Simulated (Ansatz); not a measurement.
# C(111) slab, H on the bottom face (176 atoms): support functions against a reference

Aim: test how closely localised support functions follow the reference on C(111) slab, H on the bottom face (176 atoms), and at what cost. A setting counts as converged where the r.m.s. difference of forces stays under 1 % of the r.m.s. force.

Program: Ansatz 0.2.0. Level of theory: Kohn-Sham DFT, PBE+D3(BJ), PAW (set soft_2), plane waves. Values are calculated unless marked as measured.

Report form: inputs, costs, results and the conclusion, without the logs.

## (1) The starting structure

The cell holds 176 atoms: 160 C and 16 H. Its edges and angles: a = 10.089 Å, b = 10.089 Å, c = 19.842 Å, α = 90.0°, β = 90.0°, γ = 120.0°. It derives from C (diamond-structure). Diamond-structure C (a = 3.567 Å), (111) slab of 10 atomic planes, 4 x 4 surface cells, H on the broken bonds of the bottom face, 10 Å of vacuum; displaced by a Gaussian of 0.02 Å. Regions: slab, 160 atoms (160 C); hydrogen, 16 atoms (16 H). Vacuum lies along c.

Limits known from the start: Beside vacuum, support functions can miss their usual error bounds without a warning. The main run has no spin polarisation, so any moments at edges, vacancies or dangling bonds can't form in it.

## (2) Plane-wave single point

This run is the reference for what follows, at a cutoff of 420 eV.

input.yaml

```yaml
crystal:
  lattice:
    - [10.089, 0.0, 0.0]
    - [-5.0445, 8.73733, 0.0]
    - [0.0, 0.0, 19.84249]
  atoms:
    - { symbol: C, position: [0.33637, 0.91712, 0.333] }
    - { symbol: C, position: [0.25108, 0.00238, 0.3047] }
    - { symbol: C, position: [0.1632, 0.83218, 0.43803] }
    - { symbol: C, position: [0.3326, 0.91378, 0.41086] }
    - { symbol: C, position: [0.25485, 0.00569, 0.54044] }
    - { symbol: C, position: [0.16814, 0.831, 0.51285] }
    - { symbol: C, position: [0.33152, 0.91537, 0.64593] }
    - { symbol: C, position: [0.25454, 0.00746, 0.6193] }
    - { symbol: C, position: [0.1687, 0.83523, 0.74857] }
    - { symbol: C, position: [0.33524, 0.91806, 0.72302] }
    - { symbol: C, position: [0.33227, 0.66605, 0.33245] }
    - { symbol: C, position: [0.24529, 0.7495, 0.30473] }
    - { symbol: C, position: [0.17094, 0.58646, 0.43418] }
    - { symbol: C, position: [0.3358, 0.66808, 0.41186] }
    - { symbol: C, position: [0.24906, 0.74879, 0.54031] }
    - { symbol: C, position: [0.16566, 0.58477, 0.51365] }
    - { symbol: C, position: [0.33218, 0.66184, 0.64542] }
    - { symbol: C, position: [0.25301, 0.75234, 0.61798] }
    - { symbol: C, position: [0.1661, 0.58264, 0.74961] }
    - { symbol: C, position: [0.33299, 0.66862, 0.72154] }
    - { symbol: C, position: [0.58351, 0.91658, 0.33257] }
    - { symbol: C, position: [0.50229, 0.99833, 0.30581] }
    - { symbol: C, position: [0.42102, 0.83569, 0.43721] }
    - { symbol: C, position: [0.58679, 0.91617, 0.41039] }
    - { symbol: C, position: [0.49862, 0.99482, 0.53975] }
    - { symbol: C, position: [0.41558, 0.83377, 0.51371] }
    - { symbol: C, position: [0.5841, 0.9156, 0.645] }
    - { symbol: C, position: [0.49926, 0.99951, 0.61897] }
    - { symbol: C, position: [0.41558, 0.83164, 0.74593] }
    - { symbol: C, position: [0.58348, 0.91695, 0.72247] }
    - { symbol: C, position: [0.32894, 0.41546, 0.3334] }
    - { symbol: C, position: [0.25084, 0.50252, 0.30601] }
    [... 138 atom lines left out ...]
    - { symbol: H, position: [0.49988, 0.24799, 0.25257] }
    - { symbol: H, position: [0.74779, 0.50052, 0.25324] }
    - { symbol: H, position: [0.99743, 0.75055, 0.25115] }
    - { symbol: H, position: [0.75305, 0.25268, 0.25075] }
    - { symbol: H, position: [0.99913, 0.50096, 0.25186] }
    - { symbol: H, position: [0.99685, 0.25012, 0.25396] }
kpoints:
  mp_grid: { grid: [2, 2, 1] }
hamiltonian:
  xc: pbe
  dispersion: d3bj
scf:
  occupations: { method: gaussian, width: 0.025 }
output:
  forces: true
  populations: intrinsic
  dos:
    method: { smearing: { sigma: 0.08 } }
    de: 0.1
    projected:
      site_lists:
        C: [C]
        H: [H]
        hydrogen: [160, 161, 162, 163, 164, 165, 166, 167, 168, 169, 170, 171, 172, 173, 174, 175]
  eigenvalues: true
  write_density: true
  write_potential: true
  volumetric_format: npy
  elf: true
```

Launch:

```console
$ ansatz run input.yaml --threads 4 --pin off --max-ram 8192MiB --backend cpu --events-out ev --progress --plain --runs-dir out
```

The job ended after 6.7 min (4 threads of Arm Neoverse V2, shared host; peak memory 5.8 GiB).

The program notes that it cut back its work space to fit the memory limit and the exchange-correlation potential is rough where the density is thin. Further notices: published levels not confirmed.

The run gave:

```
free energy                             : -40372.1139 eV
free energy per atom                    : -229.3870 eV/atom
SCF cycles                              : 26
r.m.s. force component                  : 1.44 eV/Å
longest force                           : 5.346 eV/Å
Fermi energy                            : 5.583 eV
levels partly filled by over 2 per cent : 20
```

The r.m.s. force component of 1.4 eV/Å sets the scale for the differences below.

## (3) Support functions medium

With localised support functions most steps grow linearly with size, though the diagonalisation grows faster unless the density matrix is cut; this run measures error and cost at this size.

This step: Kohn-Sham DFT, PBE+D3(BJ), PAW (set soft_2), localised support functions (medium) (Ansatz 0.2.0).

input.yaml, the sections that differ from step 2:

```yaml
scf:
  occupations: { method: gaussian, width: 0.025 }
  eigensolver: { kind: { support_functions: { accuracy: medium } } }
  mixing: { beta: 0.4 }
  max_iter: 150
output:
  forces: true
  eigenvalues: true
# crystal, kpoints, hamiltonian: as in step 2
```

Wall time 6 min (4 threads); peak memory 4.3 GiB.

The program notes that the band table was not solved further than the SCF left it and it switched symmetry off.

Keys that differ from the reference: support_functions.accuracy = "medium", scf.max_iter = 150 and scf.mixing.beta = 0.4.

Forces differ from the reference by 2.3 meV/Å r.m.s., 0.16 % of their size, well within a tolerance of 1 %; the energy by -3.9 meV/atom.

## (4) Support functions low

This step: Kohn-Sham DFT, PBE+D3(BJ), PAW (set soft_2), localised support functions (low) (Ansatz 0.2.0).

input.yaml, the sections that differ from step 3:

```yaml
scf:
  occupations: { method: gaussian, width: 0.025 }
  eigensolver: { kind: { support_functions: { accuracy: low } } }
  mixing: { beta: 0.4 }
  max_iter: 150
# crystal, kpoints, hamiltonian, output: as in step 3
```

The job ended after 5.4 min (4 threads; peak memory 4.2 GiB; 21 min of CPU time).

Keys that differ from the reference: support_functions.accuracy = "low", scf.max_iter = 150 and scf.mixing.beta = 0.4.

Forces differ from the reference by 2.4 meV/Å r.m.s., 0.17 % of their size, well within a tolerance of 1 %; the energy by -3.9 meV/atom.

## (5) Support functions medium, radius 2.93 Å

The radius confines each support function; a larger one gives more freedom and more work per atom.

This step: Kohn-Sham DFT, PBE+D3(BJ), PAW (set soft_2), localised support functions (medium) (Ansatz 0.2.0).

input.yaml, the sections that differ from step 4:

```yaml
scf:
  occupations: { method: gaussian, width: 0.025 }
  eigensolver: { kind: { support_functions: { accuracy: medium, radius: 2.93 } } }
  mixing: { beta: 0.4 }
  max_iter: 150
# crystal, kpoints, hamiltonian, output: as in step 4
```

Elapsed: 5.6 min, on 4 threads; peak memory 4.1 GiB; 22 min of CPU time.

Keys that differ from the reference: support_functions.accuracy = "medium", support_functions.radius = 2.93, scf.max_iter = 150 and scf.mixing.beta = 0.4.

Forces differ from the reference by 2.4 meV/Å r.m.s., 0.16 % of their size, well within a tolerance of 1 %; the energy by -3.9 meV/atom.

## (6) Support functions medium, radius 2.57 Å

input.yaml, the sections that differ from step 5:

```yaml
scf:
  occupations: { method: gaussian, width: 0.025 }
  eigensolver: { kind: { support_functions: { accuracy: medium, radius: 2.57 } } }
  mixing: { beta: 0.4 }
  max_iter: 150
# crystal, kpoints, hamiltonian, output: as in step 5
```

Elapsed: 1 s, on 4 threads; peak memory 0.23 GiB.

The program refuses radii under 2.88 Å for these atoms at this level.

## (7) All settings compared

Each row is set against the plane-wave reference (Kohn-Sham DFT, PBE+D3(BJ), PAW (set soft_2), plane waves; r.m.s. force component 1.44 eV/Å). Energies are set beside the reference only for runs with its functional, potentials and electron count. Times are for 4 threads of Arm Neoverse V2, shared host. The reference's time includes the DOS, ELF and grids, which some other runs skip.

| run | Δ force, r.m.s. (meV/Å) | share of r.m.s. force (%) | Δ energy (meV/atom) | cycles | time | host memory (GiB) |
| --- | --- | --- | --- | --- | --- | --- |
| reference | - | - | - | 26 | 6.7 min | 5.8 |
| support functions medium | 2.34 | 0.163 | -3.92 | 25 | 6 min | 4.3 |
| support functions low | 2.38 | 0.165 | -3.92 | 22 | 5.4 min | 4.2 |
| support functions medium, radius 2.93 Å | 2.36 | 0.164 | -3.92 | 25 | 5.6 min | 4.1 |

## (8) What the reference run shows

The comparisons rest on this run, so its electronic structure is set out here.

Neighbours are counted within 1.85 Å (C-C), 1.34 Å (C-H).

Length of the force by element and coordination:

| element | coordination | atoms | mean length of the force (eV/Å) | spread | least | most |
| --- | --- | --- | --- | --- | --- | --- |
| C | all | 160 | 2.19 | 1.36 | 0.196 | 5.35 |
| C | 3 | 16 | 4.17 | 0.198 | 3.70 | 4.45 |
| C | 4 | 144 | 1.97 | 1.25 | 0.196 | 5.35 |
| H | all | 16 | 1.26 | 0.727 | 0.221 | 2.85 |

Intrinsic-atomic-orbital charges by element and coordination:

| element | coordination | atoms | mean charge (e) | spread | least | most |
| --- | --- | --- | --- | --- | --- | --- |
| C | all | 160 | -0.0158 | 0.0542 | -0.184 | 0.0513 |
| C | 3 | 16 | -0.0277 | 0.0218 | -0.0789 | -0.0013 |
| C | 4 | 144 | -0.0145 | 0.0566 | -0.184 | 0.0513 |
| H | all | 16 | 0.158 | 0.0141 | 0.129 | 0.181 |

By region:

| region | atoms | mean length of the force (eV/Å) | net charge (e) |
| --- | --- | --- | --- |
| slab | 160 | 2.19 | -2.53 |
| hydrogen | 16 | 1.25 | 2.53 |

States in the cell by windows of 1 eV, zero at the Fermi level; the larger projections on atomic orbitals stand beside the total:

| from (eV) | to (eV) | total | C p | C s |
| --- | --- | --- | --- | --- |
| -10 | -9 | 36.3 | 29.1 | 6.2 |
| -9 | -8 | 50.1 | 42.1 | 6.2 |
| -8 | -7 | 53.2 | 46.1 | 5.3 |
| -7 | -6 | 57.1 | 52.3 | 2.9 |
| -6 | -5 | 65.5 | 60.1 | 3.4 |
| -5 | -4 | 52.7 | 49.6 | 2.0 |
| -4 | -3 | 34.7 | 33.1 | 1.0 |
| -3 | -2 | 21.9 | 20.6 | 0.7 |
| -2 | -1 | 5.9 | 5.8 | 0.0 |
| -1 | 0 | 13.7 | 11.8 | 1.8 |
| 0 | 1 | 19.3 | 16.8 | 2.1 |
| 1 | 2 | 0.0 | 0.0 | 0.0 |
| 2 | 3 | 3.5 | 0.5 | 0.2 |
| 3 | 4 | 11.1 | 3.6 | 2.6 |
| 4 | 5 | 33.4 | 14.5 | 7.6 |

The curve was stored every 0.100 eV, coarse against its broadening of 0.08 eV, so these counts are rough.

Between -23 and -10 eV lie 262 more states.

The levels nearest the highest filled one (over half full), pooled over k-points and spins:

| level less the highest filled one (eV) | occupation |
| --- | --- |
| -0.014 | 1.71 |
| -0.0138 | 1.71 |
| -0.0126 | 1.68 |
| -0.0031 | 1.35 |
| -0.0025 | 1.32 |
| 0 | 1.22 |
| 0.02 | 0.392 |
| 0.0209 | 0.365 |
| 0.0236 | 0.29 |
| 0.0253 | 0.248 |
| 0.0271 | 0.21 |
| 0.0309 | 0.141 |

Planar average of the electrostatic potential energy along the normal, with the Fermi level as zero, after a running mean with a triangular window 4 Å wide at its base:

| height (Å) | potential energy (eV) |
| --- | --- |
| 0.0 | 4.06 |
| 0.6 | 3.83 |
| 1.2 | 3.60 |
| 1.6 | 3.42 |
| 2.2 | 3.18 |
| 2.8 | 2.88 |
| 3.4 | 2.31 |
| 4.0 | 1.25 |
| 4.6 | -1.21 |
| 5.0 | -3.94 |
| 5.6 | -7.56 |
| 6.2 | -10.50 |
| 6.8 | -11.84 |
| 7.3 | -12.09 |
| 7.9 | -12.20 |
| 8.4 | -12.26 |
| 9.0 | -12.29 |
| 9.6 | -12.30 |
| 10.1 | -12.27 |
| 10.7 | -12.23 |
| 11.3 | -12.21 |
| 11.8 | -12.17 |
| 12.3 | -12.08 |
| 12.9 | -11.90 |
| 13.5 | -11.57 |
| 14.1 | -10.88 |
| 14.7 | -8.88 |
| 15.1 | -6.19 |
| 15.7 | -1.87 |
| 16.3 | 2.06 |
| 16.9 | 4.32 |
| 17.5 | 4.83 |
| 18.1 | 4.72 |
| 18.5 | 4.57 |
| 19.1 | 4.34 |
| 19.7 | 4.11 |

Valence density in the ca plane at fractional y = 0.000, with atoms of C and H within 0.2 Å of it. It is the smooth field of the valence electrons, not physical close to the nuclei.

Ten even steps from '0' (0.0 e/Å³) to '9' (1.9 e/Å³), each cell a mean:
```
00000000000003578852001100015886678621001100
00000000000000123542113321124542235421123310
00000000000000001332225752223321013432257531
00000000000000012442124542124421124421245421
00000000000001346752111211124654357521112110
00000000000015999962000000015898799620000000
00000000000002568852001110015887688621001100
00000000000000123542112331124542235421123310
00000000000000001332225753223321013322257631
00000000000000012442124542124421123421245521
00000000000001346752101111125764357521112210
00000000000004999962000000026997789620000000
00000000000003678852001110025886678621001100
00000000000000123542112331124542235421123310
00000000000000001332225753223321013322257531
00000000000000012432124542123321123421245420
00000000000001246742101111124764457621111110
00000000000014999852000000025898799730000000
00000000000003778852000110015876578621011100
00000000000000124542112331124542235521124310
00000000000000001332225653223321013432258631
00000000000000012432124542124421124421246521
00000000000001346752111211125764457521112210
00000000000015999852000000015898899620000000
```
Columns run along c (16.0 Å, from fractional 0.00 to 0.81 of the cell), rows up along a (10.1 Å). Atoms in or near the plane, at fractional coordinates: C at (0.30, 0.25), C at (0.54, 0.25), C at (0.62, 0.25), C at (0.31, 0.50), C at (0.54, 0.50), C at (0.62, 0.50), C at (0.31, 0.75), C at (0.54, 0.75), C at (0.62, 0.75), C at (0.30, 0.00), C at (0.54, 0.00), C at (0.62, 0.00), H at (0.25, 0.25), H at (0.25, 0.50) and more.

ELF in the ca plane at fractional y = 0.000, with atoms of C and H within 0.2 Å of it. It is the smooth field of the valence electrons, not physical close to the nuclei.

Ten even steps from '0' (0.00 × 1e-1) to '9' (9.96 × 1e-1), each cell a mean:
```
00000000004899984463001110036437843641011100
00000000000256656774225652147764457752256643
00000000000000013654348974346641035643479875
00000000000123324764237874346752146753368764
00000000002689975674113321137766656751123321
00000000015999993143000000035227831440000000
00000000004899984463001110036437843541001100
00000000000256545774225653137864457752246543
00000000000000013554348985345641025643479876
00000000000012225764336874346752146642478865
00000000001589875674112321137766656741123322
00000000004899992143000000035227831441000000
00000000003899984464001110036447843541011100
00000000000256645774225653237764457752256642
00000000000000013554347985345531025643579875
00000000000012225764337874236642146753468764
00000000002689876774112321137656666751123321
00000000015999982153000000035127931441000000
00000000004899984463001110036447854641011110
00000000000357655774225652147764357852256543
00000000000000013654347985345631036643479875
00000000000023224764336874346752146643478865
00000000002689875774112321137756656741123321
00000000015999992143000000035127931440000000
```
Columns run along c (16.0 Å, from fractional 0.00 to 0.81 of the cell), rows up along a (10.1 Å). Atoms in or near the plane, at fractional coordinates: C at (0.30, 0.25), C at (0.54, 0.25), C at (0.62, 0.25), C at (0.31, 0.50), C at (0.54, 0.50), C at (0.62, 0.50), C at (0.31, 0.75), C at (0.54, 0.75), C at (0.62, 0.75), C at (0.30, 0.00), C at (0.54, 0.00), C at (0.62, 0.00), H at (0.25, 0.25), H at (0.25, 0.50) and more.

Mean intrinsic-atomic-orbital charges: C -0.02, H +0.16 e. Charges this small depend on the projection, at times even in sign. By these charges the region 'hydrogen' has given 2.5 e to 'slab'; where the regions aren't neutral units, this includes their ionic charge. Within 0.4 eV of the Fermi level the largest share is C p (87 % of the projected weight). The potential slopes across the vacuum: the slab bears a dipole, and with periodic images along the normal there is no flat vacuum level to read.

## (9) Structure statistics

Bonds and neighbours are counted at the geometry of the runs.

Normalised to the volume that the atoms fill. g(r), total and by pair (bins of 0.2 Å):

| r (Å) | total | C-C | C-H | H-H |
| --- | --- | --- | --- | --- |
| 1.00 | 0.29 | 0.00 | 1.75 | 0.00 |
| 1.20 | 0.09 | 0.00 | 0.52 | 0.00 |
| 1.40 | 0.16 | 0.20 | 0.00 | 0.00 |
| 1.60 | 3.28 | 3.97 | 0.00 | 0.00 |
| 1.80 | 0.00 | 0.00 | 0.00 | 0.00 |
| 2.00 | 0.00 | 0.00 | 0.00 | 0.00 |
| 2.20 | 0.28 | 0.00 | 1.68 | 0.00 |
| 2.40 | 0.82 | 0.92 | 0.00 | 6.90 |
| 2.60 | 3.07 | 3.50 | 0.16 | 17.70 |
| 2.80 | 0.37 | 0.06 | 1.92 | 0.00 |
| 3.00 | 2.46 | 2.98 | 0.00 | 0.00 |
| 3.20 | 0.02 | 0.00 | 0.14 | 0.00 |
| 3.40 | 0.20 | 0.01 | 1.18 | 0.00 |
| 3.60 | 0.82 | 0.98 | 0.04 | 0.00 |
| 3.80 | 0.98 | 1.17 | 0.11 | 0.00 |
| 4.00 | 0.56 | 0.59 | 0.40 | 0.00 |
| 4.20 | 0.21 | 0.01 | 1.19 | 0.18 |
| 4.40 | 2.31 | 2.61 | 0.50 | 8.00 |
| 4.60 | 1.31 | 1.45 | 0.71 | 0.00 |
| 4.80 | 0.02 | 0.01 | 0.07 | 0.00 |
| 5.00 | 0.94 | 0.95 | 0.64 | 6.03 |
| 5.20 | 1.27 | 1.38 | 0.81 | 0.12 |
| 5.40 | 0.43 | 0.34 | 0.90 | 0.00 |
| 5.60 | 1.16 | 1.36 | 0.24 | 0.00 |
| 5.80 | 0.57 | 0.68 | 0.05 | 0.00 |
| 6.00 | 0.11 | 0.02 | 0.53 | 0.00 |
| 6.20 | 0.44 | 0.39 | 0.72 | 0.00 |
| 6.40 | 1.01 | 1.07 | 0.75 | 0.00 |

Bonds by pair of elements; cutoffs follow the first minimum of g(r), held within bounds set by covalent radii, and pairs that aren't listed don't count as bonded:

| pair A-B | cutoff (Å) | bonds | mean length (Å) | spread (Å) | shortest (Å) | B about A | A about B |
| --- | --- | --- | --- | --- | --- | --- | --- |
| C-C | 1.85 | 304 | 1.54 | 0.026 | 1.48 | 3.8 | 3.8 |
| C-H | 1.34 | 16 | 1.08 | 0.034 | 1.03 | 0.1 | 1 |

How many atoms have how many bonded neighbours:

| element | mean | 1 | 3 | 4 |
| --- | --- | --- | --- | --- |
| C | 3.9 | 0 | 16 | 144 |
| H | 1 | 16 | 0 | 0 |

With the cutoffs above, 90 % of C atoms have 4 and all H atoms have 1 bonded neighbour.

The surroundings of C99, which has 3 bonded neighbours where the commonest count for C is 4, nearest first, numbered as they follow in the input and with coordinates relative to it.

| atom | x | y | z | distance (Å) | bonds | intrinsic-atomic-orbital charge (e) | Fx | Fy | Fz (eV/Å) |
| --- | --- | --- | --- | --- | --- | --- | --- | --- | --- |
| C99 | 0.00 | 0.00 | 0.00 | 0.00 | 3 | -0.04 | -0.07 | -0.65 | -4.09 |
| C60 | -1.24 | 0.69 | -0.54 | 1.52 | 4 | -0.02 | -0.40 | 0.95 | 4.22 |
| C100 | 1.27 | 0.73 | -0.52 | 1.55 | 4 | -0.02 | -0.13 | -1.14 | 4.05 |
| C90 | -0.03 | -1.49 | -0.52 | 1.57 | 4 | -0.02 | 1.07 | 0.68 | 5.01 |
| C69 | 1.26 | 2.12 | -0.02 | 2.46 | 3 | -0.01 | -0.24 | 1.88 | -3.88 |
| C59 | -2.49 | -0.05 | -0.01 | 2.49 | 3 | -0.03 | 0.03 | 0.80 | -3.89 |
| C159 | -1.25 | 2.16 | -0.04 | 2.49 | 3 | 0.00 | -0.12 | 0.33 | -3.99 |
| C129 | 1.25 | -2.18 | -0.01 | 2.51 | 3 | -0.01 | 0.69 | -0.19 | -4.38 |
| C57 | -1.26 | 0.73 | -2.07 | 2.53 | 4 | 0.02 | 0.13 | -0.73 | -1.33 |
| C87 | 0.02 | -1.47 | -2.06 | 2.53 | 4 | 0.04 | -0.68 | 0.38 | -1.20 |
| C9 | 2.54 | 0.00 | 0.00 | 2.54 | 3 | -0.04 | -0.33 | -0.17 | -4.04 |
| C97 | 1.28 | 0.73 | -2.07 | 2.54 | 4 | 0.03 | 0.14 | -0.41 | -0.92 |
| C89 | -1.25 | -2.22 | 0.00 | 2.54 | 3 | -0.05 | -0.34 | 0.17 | -4.15 |

## (10) Summary of results

* free energy per atom: -229.3870 eV/atom
* r.m.s. force component: 1.44 eV/Å
* wall time of the 4 DFT runs: 24 min

In words: Against plane waves at 420 eV, the forces differ by 2.3 meV/Å (0.16 %) with support functions medium. Differences between support functions and plane waves include what basis error the plane-wave run still has. The force difference hardly changes among these support-function runs, which points to the basis of the plane-wave reference as its main source.

20 levels are partly filled, by over 2 % (on the run's k-points): no clear gap opens at this level. With the cutoffs above, 90 % of C atoms have 4 and all H atoms have 1 bonded neighbour.

Caveats: The geometry was built by rule, was displaced at random and isn't relaxed at this level: its force components are 1.4 eV/Å r.m.s. The slab bears a dipole and has periodic images along its normal, so a spurious field crosses the vacuum.

[Long decimals in the printed logs are rounded to 6 places.]

[Logs are printed without paths, hosts, clocks, repeated set-up lines and the standing remarks that a program may print on its own settings, such as how far it seeks lower states.]

[Hosts, paths, dates, database ids (printed as entryN), source tags and the programs' standing remarks are cut or masked in the printed files.]
